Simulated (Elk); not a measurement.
Planning a run of Elk 11.2.3 (patched build) on MgO (Periclase). The input:

```
tasks
  185
  186
  187

xctype
  20

rgkmax
  8.5

gmaxvr
  18.0

lmaxapw
  10

lmaxo
  8

nxlo
  2

lorbcnd
  .true.

autolinengy
  .true.

tshift
  .false.

ngridk
  4 4 4

vkloff
  0.05 0.15 0.25

nempty
  10

swidth
  0.00551

scissor
  0.08568

gmaxrf
  2.5

wplot
  320 100 0
  0.0 0.5891

optcomp
  1 1
  2 2
  3 3

nvbse
  3

ncbse
  3

bsefull
  .true.

sppath
  './'

avec
  -0.0000000000 3.9844875338 3.9844875338
  3.9844875338 0.0000000000 3.9844875338
  3.9844875338 3.9844875338 0.0000000000

atoms
  2
  'Mg.in'
  1
  0.0000000000 0.0000000000 0.0000000000
  'O.in'
  1
  0.5000000000 0.5000000000 0.5000000000
```

The database entry behind the starting cell differs from later determinations by our own check (about 0.1 % long), so it need not match the best structure at ambient conditions.

```sh
OMP_NUM_THREADS=8 elk > log
```

Estimate wall time and host memory on 8 threads of Arm Neoverse V1, shared host.

It took 24 s; on shared hardware allow 12 s to 48 s. Peak host memory was 0.15 GiB.

The matrix is small, so building the kernel's matrix elements and any screening outweighs its diagonalisation.

[Paths, hosts, dates, memory and timing lines, banners, echoed tables and standing remarks are left out of the program output.]

[Logs are printed without paths, hosts, clocks, repeated set-up lines and the standing remarks that a program may print on its own settings, such as how far it seeks lower states.]

[Runs of the session that timed out or met a known fault of the program may be left out.]

[Hosts, paths, dates, database ids (printed as entryN), source tags and the programs' standing remarks are cut or masked in the printed files.]
